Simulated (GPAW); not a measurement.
**Na/Pd(110) in an electric field**

Wanted: the out-of-plane polarisability of Na/Pd(110).

Calculated with GPAW 26.7.0; GPAW, PAW setups; slab in vacuum, relaxation, in the first sound run; inputs show where later runs differ.

Report form: the programs' logs are mostly left out.

**1. The structure**

The cell holds 6 atoms: 5 Pd and 1 Na. Its edges and angles: a = 3.890 Å, b = 2.751 Å, c = 26.704 Å, α = 90.0°, β = 90.0°, γ = 90.0°. Vacuum lies along c.

**2. Relaxing the atoms**

The atoms are relaxed first, since the surface dipole, and with it the work function, follows the positions of the outer layers. The lowest 3 atoms are held at bulk positions and keep their forces.

run.py

```python
import json
import numpy as np
from ase import Atoms
from ase.constraints import FixAtoms
from ase.optimize import BFGS
from gpaw import GPAW, PW

slab = Atoms(
    ['Pd', 'Pd', 'Pd', 'Pd', 'Pd', 'Na'],
    positions=[
        [0.00000, 0.00000, 9.00000],
        [1.94500, 1.37532, 10.37532],
        [0.00000, 0.00000, 11.75065],
        [1.94500, 1.37532, 13.12597],
        [0.00000, 0.00000, 14.50129],
        [0.00000, 0.00000, 17.70379]],
    cell=[[3.89, 0.0, 0.0], [0.0, 2.75065, 0.0], [0.0, 0.0, 26.70379]],
    pbc=[True, True, False])

slab.calc = GPAW(mode=PW(400), xc='PBE', kpts={'size': (8, 11, 1), 'gamma': True},
                 occupations={'name': 'fermi-dirac', 'width': 0.1}, nbands='160%',
                 convergence={'density': 1e-05}, maxiter=200,
                 poissonsolver={'dipolelayer': 'xy'},
                 symmetry={'tolerance': 1e-3, 'extra_ids': [1, 1, 1, 0, 0, 0]}, txt='slab.txt')
result = {}
slab.set_constraint(FixAtoms([0, 1, 2]))
path = []
opt = BFGS(slab, maxstep=0.2)
opt.attach(lambda: path.append((slab.get_potential_energy(), slab.positions.tolist(), slab.get_forces().tolist())))
result['relaxed'] = bool(opt.run(fmax=0.03, steps=40))
result['path'] = path
energy = slab.get_potential_energy()
fermi = slab.calc.get_fermi_level()
v = slab.calc.get_electrostatic_potential().mean((0, 1)) - fermi
n = slab.calc.get_pseudo_density().mean((0, 1))
L = slab.cell[2, 2]
z = np.arange(len(v)) * L / len(v)
low, high = slab.positions[:, 2].min(), slab.positions[:, 2].max()
below, above = np.interp([low - 6.8, high + 6.8], z, v)
slopes = [np.interp(x, z, np.gradient(v, z)) for x in (low - 6.8, high + 6.8)]
eps = np.array([[slab.calc.get_eigenvalues(k, s) for k in range(len(slab.calc.get_ibz_k_points()))]
                for s in range(slab.calc.get_number_of_spins())]) - fermi
top, bottom = eps[eps < 0].max(), eps[eps > 0].min()
dipole = slab.get_dipole_moment()[2]
print(f'energy {energy:.4f} eV, Fermi level {fermi:.4f} eV, dipole {dipole:.5f} e A')
print(f'potential 6.8 A off the faces, from the Fermi level: lower {below:.4f} eV, upper {above:.4f} eV')
print(f'slope of the potential there: lower {slopes[0]:.5f}, upper {slopes[1]:.5f} eV/A')
print(f'nearest levels on the mesh: {top:.4f} and {bottom:.4f} eV')
print('magnetic moment', round(slab.get_magnetic_moment(), 3))
result.update(energy=energy, fermi=fermi, dipole=dipole, below=below, above=above, slopes=slopes, edges=[top, bottom],
              z=z.tolist(), v=v.tolist(), n=n.tolist(), positions=slab.positions.tolist(),
              forces=slab.get_forces(apply_constraint=False).tolist(), moments=slab.get_magnetic_moments().tolist())
json.dump(result, open('result.json', 'w'))
```

Launch:

```bash
$ OMP_NUM_THREADS=1 OPENBLAS_NUM_THREADS=1 python run.py
```

The job ended after 79 min (1 thread of Arm Neoverse V2, shared host; peak memory 0.41 GiB).

Step by step:

| step | energy less that of the first step (eV) | largest force (eV/Å) |
| --- | --- | --- |
| 1 | 0.0000 | 0.7188 |
| 2 | -0.0108 | 0.6539 |
| 3 | -0.1062 | 0.3620 |
| 4 | -0.1144 | 0.3354 |
| 5 | -0.1215 | 0.3413 |
| 6 | -0.1303 | 0.3368 |
| 7 | -0.1408 | 0.2249 |
| 8 | -0.1486 | 0.2826 |
| 9 | -0.1511 | 0.2783 |
| 10 | -0.1540 | 0.2570 |
| 11 | -0.1630 | 0.2195 |
| 12 | -0.1744 | 0.2300 |
| 13 | -0.1839 | 0.1160 |
| 14 | -0.1855 | 0.0227 |

The atoms that moved most (Å):

| atom | dx | dy | dz | length |
| --- | --- | --- | --- | --- |
| Na6 | 0.000 | 0.000 | -0.456 | 0.456 |
| Pd4 | 0.000 | 0.000 | 0.121 | 0.121 |
| Pd5 | 0.000 | 0.000 | 0.038 | 0.038 |

The relaxed structure:

```xyz
6
Lattice="3.8900 0.0000 0.0000 0.0000 2.7506 0.0000 0.0000 0.0000 26.7038" Properties=species:S:1:pos:R:3
Pd    0.0000    0.0000    9.0000
Pd    1.9450    1.3753   10.3753
Pd    0.0000    0.0000   11.7507
Pd    1.9450    1.3753   13.2473
Pd    0.0000    0.0000   14.5397
Na    0.0000    0.0000   17.2482
```

Numbers from this step:

```yaml
dipole_along_the_normal: 0.1017 e·Å
levels_nearest_the_fermi_level_on_the_mesh: -0.009221, 0.003257 eV from the Fermi level
upper_work_function: 3.046 eV
lower_work_function: 4.766 eV
```

The electrostatic potential energy of an electron (without an applied field's), less the Fermi level, planar mean oscillates, so the rows of the table below give means over windows of 1 Å about each position, cut where the curve ends. Its maxima inside the range that stand out by 2 % of the span (Å: eV): 3.7: 4.77, 9.7: -5.55, 11.1: -5.92, 12.5: -4.11, 13.9: -6.95, 15.8: 3.00. Its minima: 9.0: -12.5, 10.4: -13.2, 11.7: -13.1, 13.2: -13.3, 14.5: -12.8, 17.3: -4.66.

Table of electrostatic potential energy of an electron (without an applied field's), less the Fermi level, planar mean by z; means over each step:

| z (Å) | electrostatic potential energy of an electron (without an applied field's), less the Fermi level, planar mean (eV) |
| --- | --- |
| 0 | 4.44 |
| 1 | 4.77 |
| 2 | 4.77 |
| 3 | 4.77 |
| 4 | 4.77 |
| 5 | 4.76 |
| 6 | 4.75 |
| 7 | 4.57 |
| 8 | 1.69 |
| 9 | -9.62 |
| 10 | -9.12 |
| 11 | -8.34 |
| 12 | -9.37 |
| 13 | -9.49 |
| 14 | -9.32 |
| 15 | -5.27 |
| 16 | 2.30 |
| 17 | -2.88 |
| 18 | -0.904 |
| 19 | 2.15 |
| 20 | 2.89 |
| 21 | 3.02 |
| 22 | 3.04 |
| 23 | 3.05 |
| 24 | 3.05 |
| 25 | 3.05 |
| 26 | 3.08 |

The pseudo valence density, planar mean oscillates, so the rows of the table below give means over windows of 0.5 Å about each position, cut where the curve ends. Its maxima inside the range that stand out by 2 % of the span (Å: e/Å³): 8.97: 1.72, 10.47: 1.69, 11.75: 1.76, 13.25: 1.77, 14.53: 1.74, 17.30: 0.790. Its minima: 9.61: 0.575, 11.11: 0.558, 12.60: 0.491, 13.89: 0.628, 16.24: 0.0481.

Table of pseudo valence density, planar mean by z; means over each step:

| z (Å) | pseudo valence density, planar mean (e/Å³) |
| --- | --- |
| 5.5 | 1.2e-4 |
| 6.0 | 4.6e-4 |
| 6.5 | 0.00171 |
| 7.0 | 0.00630 |
| 7.5 | 0.0275 |
| 8.0 | 0.126 |
| 8.5 | 0.611 |
| 9.0 | 1.48 |
| 9.5 | 0.820 |
| 10.0 | 1.01 |
| 10.5 | 1.44 |
| 11.0 | 0.707 |
| 11.5 | 1.24 |
| 12.0 | 1.22 |
| 12.5 | 0.571 |
| 13.0 | 1.23 |
| 13.5 | 1.26 |
| 14.0 | 0.837 |
| 14.5 | 1.49 |
| 15.0 | 0.699 |
| 15.5 | 0.168 |
| 16.0 | 0.0633 |
| 16.5 | 0.102 |
| 17.0 | 0.515 |
| 17.5 | 0.516 |
| 18.0 | 0.0828 |
| 18.5 | 0.0209 |
| 19.0 | 0.0112 |
| 19.5 | 0.00568 |
| 20.0 | 0.00265 |
| 20.5 | 0.00112 |
| 21.0 | 4.5e-4 |
| 21.5 | 1.8e-4 |
| 22.0 | 6.9e-5 |

The relaxation lowered the energy of the cell by 0.185 eV (energies extrapolated to zero smearing; the optimiser's log prints free energies). The largest force left on a free atom is 0.023 eV/Å.

**3. Plane waves, PBE**

The work function is the vacuum plateau of the electrostatic potential less the Fermi level; a dipole layer lets the two faces have plateaus of their own.

This step: GPAW, PAW setups; slab in vacuum (GPAW 26.7.0).

run.py, as its differences from that of step 2:

```diff
@@ -3,4 +3,2 @@
 from ase import Atoms
-from ase.constraints import FixAtoms
-from ase.optimize import BFGS
 from gpaw import GPAW, PW
@@ -13,5 +11,5 @@
         [0.00000, 0.00000, 11.75065],
-        [1.94500, 1.37532, 13.12597],
-        [0.00000, 0.00000, 14.50129],
-        [0.00000, 0.00000, 17.70379]],
+        [1.94500, 1.37532, 13.24730],
+        [0.00000, -0.00000, 14.53970],
+        [0.00000, 0.00000, 17.24822]],
     cell=[[3.89, 0.0, 0.0], [0.0, 2.75065, 0.0], [0.0, 0.0, 26.70379]],
@@ -23,10 +21,4 @@
                  poissonsolver={'dipolelayer': 'xy'},
-                 symmetry={'tolerance': 1e-3, 'extra_ids': [1, 1, 1, 0, 0, 0]}, txt='slab.txt')
+                 symmetry={'tolerance': 1e-3}, txt='slab.txt')
 result = {}
-slab.set_constraint(FixAtoms([0, 1, 2]))
-path = []
-opt = BFGS(slab, maxstep=0.2)
-opt.attach(lambda: path.append((slab.get_potential_energy(), slab.positions.tolist(), slab.get_forces().tolist())))
-result['relaxed'] = bool(opt.run(fmax=0.03, steps=40))
-result['path'] = path
 energy = slab.get_potential_energy()
```

Run time: 9.7 min. Hardware: 1 thread; peak memory 0.4 GiB.

Numbers from this step:

```
levels nearest the Fermi level on the mesh : -0.009230, 0.003250 eV from the Fermi level
```

The electrostatic potential energy of an electron (without an applied field's), less the Fermi level, planar mean oscillates, so the rows of the table below give means over windows of 1 Å about each position, cut where the curve ends. Its maxima inside the range that stand out by 2 % of the span (Å: eV): 2.9: 4.77, 9.7: -5.55, 11.1: -5.92, 12.5: -4.11, 13.9: -6.95, 15.8: 3.00. Its minima: 9.0: -12.5, 10.4: -13.2, 11.7: -13.1, 13.2: -13.3, 14.5: -12.8, 17.3: -4.66.

Electrostatic potential energy of an electron (without an applied field's), less the Fermi level, planar mean against z; means over each step:

z (Å), electrostatic potential energy of an electron (without an applied field's), less the Fermi level, planar mean (eV) and a bar from the least value:
```
        0        4.4 #############################
        1        4.8 ##############################
        2        4.8 ##############################
        3        4.8 ##############################
        4        4.8 ##############################
        5        4.8 ##############################
        6        4.8 ##############################
        7        4.6 ##############################
        8        1.7 ########################
        9       -9.6 
       10       -9.1 #
       11       -8.3 ###
       12       -9.4 #
       13       -9.5 
       14       -9.3 #
       15       -5.3 #########
       16        2.3 #########################
       17       -2.9 ##############
       18       -0.9 ##################
       19        2.2 #########################
       20        2.9 ##########################
       21        3.0 ##########################
       22        3.0 ##########################
       23        3.0 ##########################
       24        3.0 ##########################
       25        3.0 ##########################
       26        3.1 ##########################
```

The pseudo valence density, planar mean oscillates, so the rows of the table below give means over windows of 0.5 Å about each position, cut where the curve ends. Its maxima inside the range that stand out by 2 % of the span (Å: e/Å³): 8.97: 1.72, 10.47: 1.69, 11.75: 1.76, 13.25: 1.77, 14.53: 1.74, 17.30: 0.790. Its minima: 9.61: 0.575, 11.11: 0.558, 12.60: 0.491, 13.89: 0.628, 16.24: 0.0481.

Pseudo valence density, planar mean against z; means over each step:

| z (Å) | pseudo valence density, planar mean (e/Å³) |
| --- | --- |
| 5.5 | 1.2e-4 |
| 6.0 | 4.6e-4 |
| 6.5 | 0.00171 |
| 7.0 | 0.00630 |
| 7.5 | 0.0275 |
| 8.0 | 0.126 |
| 8.5 | 0.611 |
| 9.0 | 1.48 |
| 9.5 | 0.820 |
| 10.0 | 1.01 |
| 10.5 | 1.44 |
| 11.0 | 0.707 |
| 11.5 | 1.24 |
| 12.0 | 1.22 |
| 12.5 | 0.571 |
| 13.0 | 1.23 |
| 13.5 | 1.26 |
| 14.0 | 0.837 |
| 14.5 | 1.49 |
| 15.0 | 0.699 |
| 15.5 | 0.168 |
| 16.0 | 0.0633 |
| 16.5 | 0.102 |
| 17.0 | 0.515 |
| 17.5 | 0.516 |
| 18.0 | 0.0828 |
| 18.5 | 0.0209 |
| 19.0 | 0.0112 |
| 19.5 | 0.00569 |
| 20.0 | 0.00265 |
| 20.5 | 0.00112 |
| 21.0 | 4.5e-4 |
| 21.5 | 1.8e-4 |
| 22.0 | 6.9e-5 |

Force by atom:

| atom | x (eV/Å) | y (eV/Å) | z (eV/Å) | size |
| --- | --- | --- | --- | --- |
| Pd1 | 0.000 | 0.000 | 0.102 | 0.102 |
| Pd2 | 0.000 | 0.000 | -0.356 | 0.356 |
| Pd3 | 0.000 | 0.000 | 0.222 | 0.222 |
| Pd4 | 0.000 | 0.000 | 0.021 | 0.021 |
| Pd5 | 0.000 | 0.000 | 0.004 | 0.004 |
| Na6 | 0.000 | 0.000 | 0.002 | 0.002 |

The potential is flat to 1.6e-4 eV/Å where it is read, so the vacuum is wide enough.

**4. Field on**

A uniform field along the normal polarises the slab; the atoms stay fixed, so this is the electronic response alone.

run.py, as its differences from that of step 3:

```diff
@@ -4,2 +4,3 @@
 from gpaw import GPAW, PW
+from gpaw.external import ConstantElectricField
 
@@ -21,2 +22,3 @@
                  poissonsolver={'dipolelayer': 'xy'},
+                 external=ConstantElectricField(-0.2, [0, 0, 1]),
                  symmetry={'tolerance': 1e-3}, txt='slab.txt')
```

Elapsed: 11 min, on 1 thread; peak memory 0.55 GiB.

Numbers from this step:

| Property | Result |
| --- | --- |
| dipole along the normal | -0.04165 e·Å |
| levels nearest the Fermi level on the mesh | -0.009128, 0.003326 eV from the Fermi level |
| potential below the slab, the applied field's own ramp left out | 3.621 eV from the Fermi level |
| potential above the slab, the applied field's own ramp left out | 4.325 eV from the Fermi level |

The electrostatic potential energy of an electron (without an applied field's), less the Fermi level, planar mean oscillates, so the rows of the table below give means over windows of 1.39 Å about each position, cut where the curve ends. Its maxima inside the range that stand out by 2 % of the span (Å: eV): 9.7: -6.28, 11.1: -6.37, 12.5: -4.28, 13.9: -6.84, 15.8: 3.49. Its minima: 9.0: -13.4, 10.4: -13.8, 11.7: -13.4, 13.2: -13.3, 14.5: -12.6, 17.3: -3.87.

Electrostatic potential energy of an electron (without an applied field's), less the Fermi level, planar mean against z; means over each step:

| z (Å) | electrostatic potential energy of an electron (without an applied field's), less the Fermi level, planar mean (eV) |
| --- | --- |
| 0.69 | 3.67 |
| 2.08 | 3.62 |
| 3.48 | 3.62 |
| 4.87 | 3.62 |
| 6.26 | 3.59 |
| 7.65 | 2.21 |
| 9.04 | -9.07 |
| 10.43 | -9.96 |
| 11.82 | -9.30 |
| 13.21 | -9.31 |
| 14.60 | -7.96 |
| 15.99 | 2.36 |
| 17.38 | -2.06 |
| 18.77 | 2.74 |
| 20.16 | 4.15 |
| 21.55 | 4.31 |
| 22.94 | 4.32 |
| 24.33 | 4.32 |
| 25.72 | 4.32 |

Force by atom:

| atom | x (eV/Å) | y (eV/Å) | z (eV/Å) | size |
| --- | --- | --- | --- | --- |
| Pd1 | 0.000 | 0.000 | 0.103 | 0.103 |
| Pd2 | 0.000 | 0.000 | -0.352 | 0.352 |
| Pd3 | 0.000 | 0.000 | 0.214 | 0.214 |
| Pd4 | 0.000 | 0.000 | 0.020 | 0.020 |
| Pd5 | 0.000 | 0.000 | 0.003 | 0.003 |
| Na6 | 0.000 | 0.000 | 0.006 | 0.006 |

The dipole is now -0.0417 e Å, against 0.10 in the run without a field.

**5. In a field**

run.py, as its differences from that of step 4:

```diff
@@ -22,3 +22,3 @@
                  poissonsolver={'dipolelayer': 'xy'},
-                 external=ConstantElectricField(-0.2, [0, 0, 1]),
+                 external=ConstantElectricField(-0.1, [0, 0, 1]),
                  symmetry={'tolerance': 1e-3}, txt='slab.txt')
```

Wall time 11 min (1 thread); peak memory 0.55 GiB.

Numbers from this step:

```
dipole along the normal                                         : 0.03019 e·Å
levels nearest the Fermi level on the mesh                      : -0.009155, 0.003292 eV from the Fermi level
potential below the slab, the applied field's own ramp left out : 4.192 eV from the Fermi level
potential above the slab, the applied field's own ramp left out : 3.681 eV from the Fermi level
```

The electrostatic potential energy of an electron (without an applied field's), less the Fermi level, planar mean oscillates, so the rows of the table below give means over windows of 1.39 Å about each position, cut where the curve ends. Its maxima inside the range that stand out by 2 % of the span (Å: eV): 9.7: -5.92, 11.1: -6.15, 12.5: -4.20, 13.9: -6.90, 15.8: 3.24. Its minima: 9.0: -12.9, 10.4: -13.5, 11.7: -13.3, 13.2: -13.3, 14.5: -12.7, 17.3: -4.26.

Electrostatic potential energy of an electron (without an applied field's), less the Fermi level, planar mean against z; means over each step:

z (Å), electrostatic potential energy of an electron (without an applied field's), less the Fermi level, planar mean (eV) and a bar from the least value:
```
     0.69        4.2 ##############################
     2.08        4.2 ##############################
     3.48        4.2 ##############################
     4.87        4.2 ##############################
     6.26        4.2 ##############################
     7.65        2.7 ###########################
     9.04       -8.6 ##
    10.43       -9.7 
    11.82       -9.1 #
    13.21       -9.3 #
    14.60       -8.1 ###
    15.99        2.1 #########################
    17.38       -2.5 ################
    18.77        2.2 ##########################
    20.16        3.5 #############################
    21.55        3.7 #############################
    22.94        3.7 #############################
    24.33        3.7 #############################
    25.72        3.7 #############################
```

Force by atom:

| atom | x (eV/Å) | y (eV/Å) | z (eV/Å) | size |
| --- | --- | --- | --- | --- |
| Pd1 | 0.000 | 0.000 | 0.100 | 0.100 |
| Pd2 | 0.000 | 0.000 | -0.356 | 0.356 |
| Pd3 | 0.000 | 0.000 | 0.217 | 0.217 |
| Pd4 | 0.000 | 0.000 | 0.021 | 0.021 |
| Pd5 | 0.000 | 0.000 | 0.003 | 0.003 |
| Na6 | 0.000 | 0.000 | 0.004 | 0.004 |

The dipole is now 0.0302 e Å, against 0.10 in the run without a field.

**6. Field on**

run.py, as its differences from that of step 5:

```diff
@@ -22,3 +22,3 @@
                  poissonsolver={'dipolelayer': 'xy'},
-                 external=ConstantElectricField(-0.1, [0, 0, 1]),
+                 external=ConstantElectricField(-0.05, [0, 0, 1]),
                  symmetry={'tolerance': 1e-3}, txt='slab.txt')
```

The job ended after 12 min (1 thread; peak memory 0.55 GiB).

**7. In a field**

run.py, as its differences from that of step 6:

```diff
@@ -22,3 +22,3 @@
                  poissonsolver={'dipolelayer': 'xy'},
-                 external=ConstantElectricField(-0.05, [0, 0, 1]),
+                 external=ConstantElectricField(0.05, [0, 0, 1]),
                  symmetry={'tolerance': 1e-3}, txt='slab.txt')
```

It took 11 min on 1 thread; peak memory 0.55 GiB.

**8. Field on**

run.py, as its differences from that of step 7:

```diff
@@ -22,3 +22,3 @@
                  poissonsolver={'dipolelayer': 'xy'},
-                 external=ConstantElectricField(0.05, [0, 0, 1]),
+                 external=ConstantElectricField(0.1, [0, 0, 1]),
                  symmetry={'tolerance': 1e-3}, txt='slab.txt')
```

Wall time 9.9 min (1 thread); peak memory 0.55 GiB.

The dipole is now 0.173 e Å, against 0.10 in the run without a field.

**9. Field on**

run.py, as its differences from that of step 8:

```diff
@@ -22,3 +22,3 @@
                  poissonsolver={'dipolelayer': 'xy'},
-                 external=ConstantElectricField(0.1, [0, 0, 1]),
+                 external=ConstantElectricField(0.2, [0, 0, 1]),
                  symmetry={'tolerance': 1e-3}, txt='slab.txt')
```

Run time: 11 min. Hardware: 1 thread; peak memory 0.55 GiB.

The electrostatic potential energy of an electron (without an applied field's), less the Fermi level, planar mean oscillates, so the rows of the table below give means over windows of 1 Å about each position, cut where the curve ends. Its maxima inside the range that stand out by 2 % of the span (Å: eV): 3.7: 5.92, 9.7: -4.83, 11.1: -5.48, 12.5: -3.94, 13.9: -7.06, 15.8: 2.51. Its minima: 9.0: -11.6, 10.4: -12.6, 11.7: -12.8, 13.2: -13.3, 14.5: -13.1, 17.3: -5.47.

Electrostatic potential energy of an electron (without an applied field's), less the Fermi level, planar mean against z; means over each step:

z (Å), electrostatic potential energy of an electron (without an applied field's), less the Fermi level, planar mean (eV) and a bar from the least value:
```
        0        5.1 ############################
        1        5.9 ##############################
        2        5.9 ##############################
        3        5.9 ##############################
        4        5.9 ##############################
        5        5.9 ##############################
        6        5.9 ##############################
        7        5.7 ##############################
        8        2.7 ########################
        9       -8.7 #
       10       -8.5 ##
       11       -7.9 ###
       12       -9.1 #
       13       -9.4 
       14       -9.4 
       15       -5.6 ########
       16        1.8 ######################
       17       -3.6 ###########
       18       -1.9 ###############
       19        1.0 ####################
       20        1.7 ######################
       21        1.8 ######################
       22        1.8 ######################
       23        1.8 ######################
       24        1.8 ######################
       25        1.8 ######################
       26        1.9 ######################
```

The dipole is now 0.244 e Å, against 0.10 in the run without a field.

[end of part 1 of 2]

[Logs are printed without paths, hosts, clocks, repeated set-up lines and the standing remarks that a program may print on its own settings, such as how far it seeks lower states.]

[Hosts, paths, dates, database ids (printed as entryN), source tags and the programs' standing remarks are cut or masked in the printed files.]
